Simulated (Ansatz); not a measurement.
Rows from a G0W0 calculation on LiGeN (P6_3mc) (Ansatz 0.2.0; G0W0 on PBE, plane waves, PAW; PAW set soft_1; 6×6×2 mesh, 308 empty bands, screening to 150 eV, PAW set soft_1 files), in eV. Spin-orbit coupling is left out.

```
row                       k  band   start       Σx  Σc at the solution      Vxc
  A  (0.000, -0.500, 0.000)    c1   9.045   -9.634              -3.246  -13.043
  B   (0.167, 0.167, 0.000)    c1  12.063   -9.403              -4.591  -14.391
  C   (0.167, 0.167, 0.000)    c2  12.098  -10.094              -4.578  -15.070
  D  (0.000, -0.500, 0.000)    c2   9.751   -9.323              -3.624  -13.163
  E   (0.167, 0.167, 0.000)    v1   7.578  -18.329               2.094  -15.727
  F  (0.000, -0.500, 0.000)    v1   6.592  -16.230               1.695  -13.873
```

Give the quasiparticle energies and the shift of each level.

The quasiparticle equation reads E = start + Σx + Σc(E) − Vxc.

```
row  E (eV)  shift (eV)
  A   9.207      +0.162
  B  12.459      +0.396
  C  12.496      +0.398
  D   9.968      +0.216
  E   7.070      −0.508
  F   5.930      −0.662
```

The gap over the computed points goes from 1.47 eV to 2.14 eV.

Limits: not at the basis limit; no spin-orbit coupling.

[Paths, hosts, dates, memory and timing lines, banners, echoed tables and standing remarks are left out of the program output.]

[Logs are printed without paths, hosts, clocks, repeated set-up lines and the standing remarks that a program may print on its own settings, such as how far it seeks lower states.]

[Runs of the session that timed out or met a known fault of the program may be left out.]

[Cells called generated may have been cut or substituted from an entry of the Crystallography Open Database or the Materials Project.]

[Hosts, paths, dates, database ids (printed as entryN), source tags and the programs' standing remarks are cut or masked in the printed files.]
